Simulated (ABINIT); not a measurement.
# TlSnH3 (Pm-3m): zone-centre phonons

Aim: the zone-centre modes of TlSnH3 (Pm-3m).

Calculated with ABINIT 10.8.3; DFT LDA, scalar-relativistic, plane waves, HGH norm-conserving pseudopotentials.

Report form: the programs' logs are mostly left out.

The structure was built from a prototype and need not be the compound's stable phase.

## Step 1: The structure

Symmetry: Pm-3m, No. 221, cubic system. Conventional cell: a = 4.802 Å, b = 4.802 Å, c = 4.802 Å, α = 90.00°, β = 90.00°, γ = 90.00°. Nearest to Tl lie 12 H at 3.40 Å. Nearest to Sn lie 6 H at 2.40 Å. Nearest to H lie 2 Sn at 2.40 Å. Farther neighbours are not listed.

## Step 2: A first look

A first run with smearing and empty bands tells whether the crystal has a gap, which decides between fixed occupations and smearing later on.

probe.abi reads:

```
# ground state
tolvrs 1.0d-08
prtden 1
prtwf 1

# basis, mesh and filling
ecut 35.0
ixc 7
ngkpt 4 4 4
nshiftk 1
shiftk 0.0 0.0 0.0
istwfk *1
occopt 7
tsmear 0.005
nband 11
nstep 100
diemac 9.0
prtebands 0
prtgsr 0

# cell and atoms
acell 3*1.0 Angstrom
rprim 
    4.802 0.0 0.0
    0.0 4.802 0.0
    0.0 0.0 4.802
ntypat 3
znucl 81 50 1
natom 5
typat 1 2 3 3 3
xred 
    0.0 0.0 0.0
    0.5 0.5 0.5
    0.5 0.5 0.0
    0.5 0.0 0.5
    0.0 0.5 0.5
pp_dirpath "./pseudo"
pseudos "Tl.hgh, Sn.hgh, H.hgh"
```

Launch:

```sh
OMP_NUM_THREADS=1 mpirun -n 2 abinit probe.abi > probe.log
```

It took 10 s on 2 MPI ranks of Arm Neoverse V1, shared host.

Numbers from this step:

```
volume per atom   : 22.15 Å³
pressure          : -7.464 GPa
gap on the k-mesh : 0 eV
```

No gap opens on this mesh, so smearing is kept; the printed pressure holds the stress of the finite basis too.

## Step 3: Rough relaxation

The typed start is rough, so a first relaxation with smearing and loose thresholds takes it towards rest cheaply.

prerelax.abi reads:

```
# relaxation
ionmov 2
optcell 2
dilatmx 1.15
chkdilatmx 0
ntime 40
tolmxf 3.0d-04
tolvrs 1.0d-10
prtwf 0
prtden 0
chksymtnons 0

# basis, mesh and filling
ecut 35.0
ecutsm 3.0
ixc 7
ngkpt 4 4 4
nshiftk 1
shiftk 0.0 0.0 0.0
istwfk *1
occopt 7
tsmear 0.005
nband 11
nstep 100
diemac 1000000.0
prtebands 0
prtgsr 0

# cell and atoms
acell 3*1.0 Angstrom
rprim 
    4.802 0.0 0.0
    0.0 4.802 0.0
    0.0 0.0 4.802
ntypat 3
znucl 81 50 1
natom 5
typat 1 2 3 3 3
xred 
    0.0 0.0 0.0
    0.5 0.5 0.5
    0.5 0.5 0.0
    0.5 0.0 0.5
    0.0 0.5 0.5
pp_dirpath "./pseudo"
pseudos "Tl.hgh, Sn.hgh, H.hgh"
```

Launch:

```sh
OMP_NUM_THREADS=1 mpirun -n 2 abinit prerelax.abi > prerelax.log
```

The job ended after 2 min (2 MPI ranks).

Relaxation path:

| step | energy less that of the first step (eV) | largest force (eV/Å) | volume (Å³) |
| --- | --- | --- | --- |
| 1 | 0.0000 | 0.0000 | 110.73 |
| 2 | -0.1086 | 0.0000 | 108.30 |
| 3 | -0.8294 | 0.0000 | 55.12 |
| 4 | -1.2081 | 0.0000 | 79.73 |
| 5 | -1.3654 | 0.0000 | 71.80 |
| 6 | -1.3813 | 0.0000 | 67.18 |
| 7 | -1.3856 | 0.0000 | 68.75 |
| 8 | -1.3857 | 0.0000 | 68.57 |

| cell as run | before | after | change |
| --- | --- | --- | --- |
| a (Å) | 4.802 | 4.093 | -14.8 % |
| b (Å) | 4.802 | 4.093 | -14.8 % |
| c (Å) | 4.802 | 4.093 | -14.8 % |
| volume (Å³/atom) | 22.15 | 13.71 | -38.1 % |

The relaxed structure:

```
Tl Sn H
1.0
     4.09294    0.00000    0.00000
     0.00000    4.09294    0.00000
     0.00000    0.00000    4.09294
Tl Sn H
1 1 3
Direct
  0.00000 0.00000 0.00000
  0.50000 0.50000 0.50000
  0.50000 0.50000 0.00000
  0.50000 0.00000 0.50000
  0.00000 0.50000 0.50000
```

Numbers from this step:

| Property | Result |
| --- | --- |
| volume per atom | 13.71 Å³ |
| pressure | -0.005842 GPa |

The volume changes by -38.1 % in this run and stands -38.1 % from the first cell.

## Step 4: Rough relaxation

The cell changed much, so the rough relaxation is repeated on a basis made for the new cell.

Edit prerelax.abi of step 3 so:

```diff
@@ -31,5 +31,5 @@
 rprim 
-    4.802 0.0 0.0
-    0.0 4.802 0.0
-    0.0 0.0 4.802
+    4.092939038 0.0 0.0
+    0.0 4.092939038 0.0
+    0.0 0.0 4.092939038
 ntypat 3
```

Run time: 8.9 s. Hardware: 2 MPI ranks.

Little changed from the start: no atom moved by 0.005 Å and no cell edge by 0.1 %.

Numbers from this step:

* pressure: -0.005847 GPa

The volume changes by +0.0 % in this run and stands -38.1 % from the first cell.

## Step 5: Relaxing the cell and atoms

The harmonic expansion needs vanishing forces, and a free crystal bears no stress, so cell and atoms are brought to rest. Stress is more sensitive to the basis than forces are: the last 3 Ha under the cutoff are smoothed with ecutsm, and the cutoff is raised above that of the later runs.

relax.abi reads:

```
# relaxation
ionmov 2
optcell 2
dilatmx 1.08
ntime 40
tolmxf 1.0d-05
tolvrs 1.0d-14
prtwf 0
prtden 0
chksymtnons 0

# basis, mesh and filling
ecut 43.0
ecutsm 3.0
ixc 7
ngkpt 6 6 6
nshiftk 1
shiftk 0.0 0.0 0.0
istwfk *1
occopt 6
tsmear 0.01
nband 11
nstep 100
diemac 1000000.0
prtebands 0
prtgsr 0

# cell and atoms
acell 3*1.0 Angstrom
rprim 
    4.092939041 0.0 0.0
    0.0 4.092939041 0.0
    0.0 0.0 4.092939041
ntypat 3
znucl 81 50 1
natom 5
typat 1 2 3 3 3
xred 
    0.0 0.0 0.0
    0.5 0.5 0.5
    0.5 0.5 0.0
    0.5 0.0 0.5
    0.0 0.5 0.5
pp_dirpath "./pseudo"
pseudos "Tl.hgh, Sn.hgh, H.hgh"
```

Launch:

```sh
OMP_NUM_THREADS=1 mpirun -n 2 abinit relax.abi > relax.log
```

The job ended after 59 s (2 MPI ranks).

Step by step:

| step | energy less that of the first step (eV) | largest force (eV/Å) | volume (Å³) |
| --- | --- | --- | --- |
| 1 | 0.0000 | 0.0000 | 68.57 |
| 2 | 0.0000 | 0.0000 | 68.52 |
| 3 | -0.0002 | 0.0000 | 68.25 |

| conventional cell, symmetrised | before | after | change |
| --- | --- | --- | --- |
| a (Å) | 4.093 | 4.087 | -0.2 % |
| b (Å) | 4.093 | 4.087 | -0.2 % |
| c (Å) | 4.093 | 4.087 | -0.2 % |
| volume (Å³/atom) | 13.71 | 13.65 | -0.5 % |

Numbers from this step:

| Item | Value |
| --- | --- |
| volume per atom | 13.65 Å³ |
| pressure | 0.001077 GPa |

The volume changes by -0.5 % in this run and stands -38.4 % from the first cell.

## Step 6: Ground state

First-order wavefunctions inherit every error of the ground state, hence the very tight tolvrs. Smearing stays on, as the first look found no gap above 0.3 eV.

gs.abi reads:

```
# ground state
tolvrs 1.0d-16
prtden 1
prtwf 1

# basis, mesh and filling
ecut 35.0
ixc 7
ngkpt 6 6 6
nshiftk 1
shiftk 0.0 0.0 0.0
istwfk *1
occopt 6
tsmear 0.01
nband 11
nstep 100
diemac 1000000.0
prtebands 0
prtgsr 0

# cell and atoms
acell 3*1.0 Angstrom
rprim 
    4.086668699 0.0 0.0
    0.0 4.086668699 0.0
    0.0 0.0 4.086668699
ntypat 3
znucl 81 50 1
natom 5
typat 1 2 3 3 3
xred 
    0.0 0.0 0.0
    0.5 0.5 0.5
    0.5 0.5 0.0
    0.5 0.0 0.5
    0.0 0.5 0.5
pp_dirpath "./pseudo"
pseudos "Tl.hgh, Sn.hgh, H.hgh"
```

Launch:

```sh
OMP_NUM_THREADS=1 mpirun -n 2 abinit gs.abi > gs.log
```

The job ended after 18 s (2 MPI ranks; 36 s of CPU time).

This step gave:

* pressure: -0.4049 GPa

The cell stands at -0.40 GPa: the relaxation ran with a smoothed and higher cutoff, and the difference is a stress of the finite basis.

## Step 7: Linear response at Γ

At q = 0 one unit cell holds all displacements. The response is solved for single atoms along the cell's directions, and symmetry skips those that follow from others. The crystal is treated as a metal, which screens a static field, so no field response is asked.

dfpt_gamma.abi reads:

```

# common to the responses
getwfk_filepath "gso_WFK"
kptopt 2
nqpt 1
qpt 0.0 0.0 0.0
asr 0
chneut 0

# displacements
rfphon 1
rfatpol 1 5
rfdir 1 1 1
tolvrs 1.0d-10
prtwf 0

# basis, mesh and filling
ecut 35.0
ixc 7
ngkpt 6 6 6
nshiftk 1
shiftk 0.0 0.0 0.0
istwfk *1
occopt 6
tsmear 0.01
nband 11
nstep 100
diemac 1000000.0
prtebands 0
prtgsr 0

# cell and atoms
acell 3*1.0 Angstrom
rprim 
    4.086668699 0.0 0.0
    0.0 4.086668699 0.0
    0.0 0.0 4.086668699
ntypat 3
znucl 81 50 1
natom 5
typat 1 2 3 3 3
xred 
    0.0 0.0 0.0
    0.5 0.5 0.5
    0.5 0.5 0.0
    0.5 0.0 0.5
    0.0 0.5 0.5
pp_dirpath "./pseudo"
pseudos "Tl.hgh, Sn.hgh, H.hgh"
```

Launch:

```sh
OMP_NUM_THREADS=1 mpirun -n 2 abinit dfpt_gamma.abi > dfpt_gamma.log
```

Wall time 2 min (2 MPI ranks); 4 min of CPU time.

This step gave:

```
largest acoustic frequency at the zone centre before the sum rule : 0.43 cm⁻¹
highest optical zone-centre mode (no LO-TO term)                  : 336.9 cm⁻¹
lowest optical zone-centre mode                                   : -487.7 cm⁻¹
```

The acoustic modes at Γ come out as far as 0.4 cm⁻¹ from zero, where they should vanish, a small numerical error. The lowest optical mode is imaginary, 488i cm⁻¹, an instability at this level and on this k mesh.

## Step 8: Modes with the sum rule

anaddb reads the merged derivatives and imposes the acoustic sum rule.

anaddb.abi reads:

```
ddb_filepath "gamma_DDB"
output_file "anaddb.abo"
outdata_prefix "anaddb"
asr 1
chneut 1
enunit 2
eivec 1
nph1l 1
qph1l 0.0 0.0 0.0 1.0
```

mrgddb.in reads:

```
gamma_DDB
merged
2
dfpt_gammao_DDB
gso_DDB
```

Launch:

```sh
mrgddb < mrgddb.in > mrgddb.log
OMP_NUM_THREADS=1 anaddb anaddb.abi > anaddb.log
```

Elapsed: 0.51 s, on 1 thread.

Numbers from this step:

```
highest optical zone-centre mode (no LO-TO term) : 336.8 cm⁻¹
```

No LO-TO term; unit eigenvectors of the mass-weighted matrix, from anaddb's displacements. Modes at Γ, with each element's share of the kinetic energy (negative means imaginary):

| mode | frequency (cm⁻¹) | symmetry | Tl % | Sn % | H % |
| --- | --- | --- | --- | --- | --- |
| 1 | -487.7 | T1u | 0 | 1 | 99 |
| 2 | -487.7 | T1u | 0 | 1 | 99 |
| 3 | -487.7 | T1u | 0 | 1 | 99 |
| 4 | 0.0 | acoustic | 63 | 36 | 1 |
| 5 | 0.0 | acoustic | 63 | 36 | 1 |
| 6 | 0.0 | acoustic | 63 | 36 | 1 |
| 7 | 66.0 | T1u | 37 | 61 | 2 |
| 8 | 66.0 | T1u | 37 | 61 | 2 |
| 9 | 66.0 | T1u | 37 | 61 | 2 |
| 10 | 311.0 | T2u | 0 | 0 | 100 |
| 11 | 311.0 | T2u | 0 | 0 | 100 |
| 12 | 311.0 | T2u | 0 | 0 | 100 |
| 13 | 336.8 | T1u | 0 | 1 | 99 |
| 14 | 336.8 | T1u | 0 | 1 | 99 |
| 15 | 336.8 | T1u | 0 | 1 | 99 |

Displacements in mode 2 (-487.7 cm⁻¹), the largest set to 1:
```
Tl1  0.00  0.00  0.00
Sn2  0.00  0.00 -0.01
H3   0.00  0.00  1.00
H4   0.00  0.00  0.09
H5   0.00  0.00  0.09
```

Displacements in mode 13 (336.8 cm⁻¹), the largest set to 1:
```
Tl1  0.00  0.00  0.00
Sn2  0.00  0.00  0.02
H3   0.00  0.00  0.21
H4   0.00  0.00 -1.00
H5   0.00  0.00 -1.00
```

The rule moves no optical mode by more than 0.1 cm⁻¹.

## Step 9: Summary of results

| Quantity | Value |
| --- | --- |
| space group after relaxation | Pm-3m |
| volume per atom | 13.7 Å³ |
| highest optical zone-centre mode (no LO-TO term) | 336.8 cm⁻¹ |
| lowest optical zone-centre mode | -487.7 cm⁻¹ |
| imaginary optical modes at the zone centre (no q mesh in this session) | yes |

At the LDA level the optical modes of TlSnH3 (Pm-3m) at the zone centre run from 488i to 337 cm⁻¹, so the structure is a saddle point, with 3 modes beyond 10i cm⁻¹ there. The base run prints -0.40 GPa, mostly the error of a finite basis; the relaxation, with a smoothed and higher cutoff, had brought the cell to rest. These are harmonic frequencies at zero temperature: anharmonic shifts and linewidths and thermal expansion are left out. Spin-orbit coupling is left out, which can matter for the heavy elements here. The HGH files keep few electrons and have no core correction, which is cheap but rough for Sn and Tl. In a metal the frequencies hang on the k mesh and the smearing, most of all near Kohn anomalies. The structure is a hypothetical one, built on a prototype.

[Host names and launcher messages were left out of these logs when they were recorded.]

[Logs are printed without paths, hosts, clocks, repeated set-up lines and the standing remarks that a program may print on its own settings, such as how far it seeks lower states.]

[Hosts, paths, dates, database ids (printed as entryN), source tags and the programs' standing remarks are cut or masked in the printed files.]
